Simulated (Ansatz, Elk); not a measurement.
# How far do independent atoms describe TiMnAg2S4?, part 2 of 2

Structure refinements treat a crystal as free atoms side by side. For a made-up structure of TiMnAg2S4 (cell and positions from a PBEsol relaxation) the runs below show what the calculated density changes in F(hkl).

Elk 11.2.3 (patched build); all-electron DFT.

So far: The structure; Ground state and structure factors; The magnetisation density; The highest occupied states alone.

The structure was built from a prototype and need not be the compound's stable phase.

### 5. Another functional

Level of this step: DFT, PBEsol, all-electron APW+lo, Dirac cores, scalar-relativistic bands, static density, ferromagnetic start (Elk).

The difference from free atoms is small, so it is set against the change that PBEsol makes.

elk.in reads:

```
tasks
  0
  195
  196

xctype
  22

spinpol
  .true.

rgkmax
  7.0

gmaxvr
  14.0

lmaxo
  7

lmaxapw
  8

swidth
  0.002

tshift
  .false.

ramdisk
  .false.

hmaxvr
  5.5

maxscl
  120

epspot
  1e-06

reducebf
  0.8

sppath
  './'

avec
  -5.19666063735 5.19666063735 10.61310395293
  5.19666063735 -5.19666063735 10.61310395293
  5.19666063735 5.19666063735 -10.61310395293

atoms
  4
  'Ag.in'
  2
  0.7500000000 0.2500000000 0.5000000000   0.000000 0.000000 0.000000
  0.2500000000 0.7500000000 0.5000000000   0.000000 0.000000 0.000000
  'Mn.in'
  1
  0.0000000000 0.0000000000 0.0000000000   0.000000 0.000000 -0.190000
  'Ti.in'
  1
  0.5000000000 0.5000000000 0.0000000000   0.000000 0.000000 0.000000
  'S.in'
  4
  0.1433867094 0.1433867094 0.5110455299   0.000000 0.000000 0.000000
  0.6323411795 0.6323411795 0.4889544701   0.000000 0.000000 0.000000
  0.3676588205 0.8566132906 0.0000000000   0.000000 0.000000 0.000000
  0.8566132906 0.3676588205 0.0000000000   0.000000 0.000000 0.000000

ngridk
  5 5 5
```

The run is started by

```console
> OMP_NUM_THREADS=4 elk
```

Numbers of over 12 decimals in the logs are rounded to 6 here.

What it wrote:

```text
┌─────────────────────────┐
│ Elk code version 11.2.3 │
└─────────────────────────┘

All units are atomic (Hartree, Bohr, etc.)

┌─────────────────────────────────────────────────┐
│ Ground-state run starting from atomic densities │
└─────────────────────────────────────────────────┘

Lattice vectors :
  -5.196660637       5.196660637       10.61310395
   5.196660637      -5.196660637       10.61310395
   5.196660637       5.196660637      -10.61310395

Reciprocal lattice vectors :
  0.5688750096E-17  0.6045406604      0.2960107305
[...]
Moments :
 interstitial                :   0.5052571497
 muffin-tins
  species : 1 (Ag)
[...]
species : 2 (Mn)
[...]
species : 3 (Ti)
[...]
species : 4 (S)
[...]
atom 3                    :   0.2520932675E-01
   atom 4                    :   0.2520932675E-01
 total in muffin-tins        :    4.494220106
 total moment                :    4.999477256

┌──────────────────────────────┐
│ Self-consistent loop stopped │
└──────────────────────────────┘

Warning : core states of species 4 leak from the muffin-tin :   0.2375933745E-03

Wrote STATE.OUT
[key lines of the parts left out:]
total energy                :     -14234.434073084
```

Elapsed: 9.8 min, on 4 threads of AMD EPYC 9R14 (Zen 4), shared host; peak memory 0.78 GiB; 35 min of CPU time.

### 6. Basis size

The basis and the expansions that go with it are enlarged, to see whether the differences are converged.

elk.in: that of step 5 with these lines changed.

```diff
@@ -6,3 +6,3 @@
 xctype
-  22
+  20
 
@@ -12,12 +12,12 @@
 rgkmax
-  7.0
+  8.5
 
 gmaxvr
-  14.0
+  18.0
 
 lmaxo
-  7
+  9
 
 lmaxapw
-  8
+  10
```

The run is started by

```console
> OMP_NUM_THREADS=4 elk
```

What it wrote:

```text
┌─────────────────────────┐
│ Elk code version 11.2.3 │
└─────────────────────────┘

All units are atomic (Hartree, Bohr, etc.)

┌─────────────────────────────────────────────────┐
│ Ground-state run starting from atomic densities │
└─────────────────────────────────────────────────┘

Lattice vectors :
  -5.196660637       5.196660637       10.61310395
   5.196660637      -5.196660637       10.61310395
   5.196660637       5.196660637      -10.61310395

Reciprocal lattice vectors :
  0.5688750096E-17  0.6045406604      0.2960107305
[...]
interstitial                :   0.4755733765
 muffin-tins
  species : 1 (Ag)
[...]
species : 2 (Mn)
[...]
species : 3 (Ti)
[...]
species : 4 (S)
[...]
atom 3                    :   0.6701738553E-01
   atom 4                    :   0.6701738553E-01
 total in muffin-tins        :    4.518263460
 total moment                :    4.993836837

RMS change in Kohn-Sham potential (target) :   0.1009254845     (  0.1000000000E-05)
Absolute change in total energy (target)   :    17.29603962     (  0.1000000000E-03)

┌─────────────────┐
│ Loop number : 8 │
└─────────────────┘
[key lines of the parts left out:]
total energy                :     -14240.112103769
```

Elapsed: 5.9 min, on 4 threads; peak memory 1.3 GiB.

The run was cut off at its time limit.

### 7. With a Hubbard U

A Hubbard U is put on the d shell, to see how far it moves the factors.

elk.in: that of step 6 with these lines changed.

```diff
@@ -12,12 +12,12 @@
 rgkmax
-  8.5
+  7.0
 
 gmaxvr
-  18.0
+  14.0
 
 lmaxo
-  9
+  7
 
 lmaxapw
-  10
+  8
 
@@ -73 +73,5 @@
   5 5 5
+
+dft+u
+  1 1
+  2 2 0.143322 0.000000
```

The run is started by

```console
> OMP_NUM_THREADS=4 elk
```

What it wrote:

```text
┌─────────────────────────┐
│ Elk code version 11.2.3 │
└─────────────────────────┘

All units are atomic (Hartree, Bohr, etc.)

┌─────────────────────────────────────────────────┐
│ Ground-state run starting from atomic densities │
└─────────────────────────────────────────────────┘

Lattice vectors :
  -5.196660637       5.196660637       10.61310395
   5.196660637      -5.196660637       10.61310395
   5.196660637       5.196660637      -10.61310395

Reciprocal lattice vectors :
  0.5688750096E-17  0.6045406604      0.2960107305
[...]
muffin-tins
  species : 1 (Ag)
[...]
species : 2 (Mn)
[...]
species : 3 (Ti)
[...]
species : 4 (S)
[...]
atom 3                    :   0.2818272809E-01
   atom 4                    :   0.2818272809E-01
 total in muffin-tins        :    1.224420958
 total moment                :    1.220392646

RMS change in Kohn-Sham potential (target) :    1.587304940     (  0.1000000000E-05)
Absolute change in total energy (target)   :    37.40629946     (  0.1000000000E-03)

┌─────────────────┐
│ Loop number : 7 │
└─────────────────┘
[key lines of the parts left out:]
total energy                :     -14275.048131274
```

Elapsed: 3.5 min, on 4 threads; peak memory 0.76 GiB.

The run was cut off at its time limit.

### 8. Outcome

```
R against neutral atoms, sin θ/λ < 0.3 Å⁻¹ : 0.46 %
R against neutral atoms, 0.3 to 0.66 Å⁻¹   : 0.23 %
```

**Reading.** Independent neutral atoms miss the calculated amplitudes by R = 0.46 % below 0.3 Å⁻¹ and 0.23 % from there to 0.66 Å⁻¹; by shells, 0.98 % below 0.15 Å⁻¹ (3 forms), 0.44 % 0.15 to 0.3 (16 forms), 0.29 % 0.3 to 0.45 (34 forms), 0.21 % above 0.45 (96 forms). Bonding, aspherical density and the tables' own atoms all enter these figures, and the runs don't part them. The largest change of an amplitude is -0.91 electrons, at 200. R counts amplitudes alone; phases shift too. The magnetic order is that of the start. No other order was tried here, and an antiferromagnetic one would change or move the magnetic intensity. The window's part falls from 49.0 electrons at the origin to at most 1.49 between 0.45 and 0.66 Å⁻¹, where compact states inside the window still scatter. The basis has no finished test. The k-mesh has no finished test. Part of the difference isn't bonding: the tables are fits to free atoms and ions calculated by other methods than this functional. Thermal motion, anomalous dispersion and extinction are left out.

[Logs are printed without paths, hosts, clocks, repeated set-up lines and the standing remarks that a program may print on its own settings, such as how far it seeks lower states.]

[Hosts, paths, dates, database ids (printed as entryN), source tags and the programs' standing remarks are cut or masked in the printed files.]
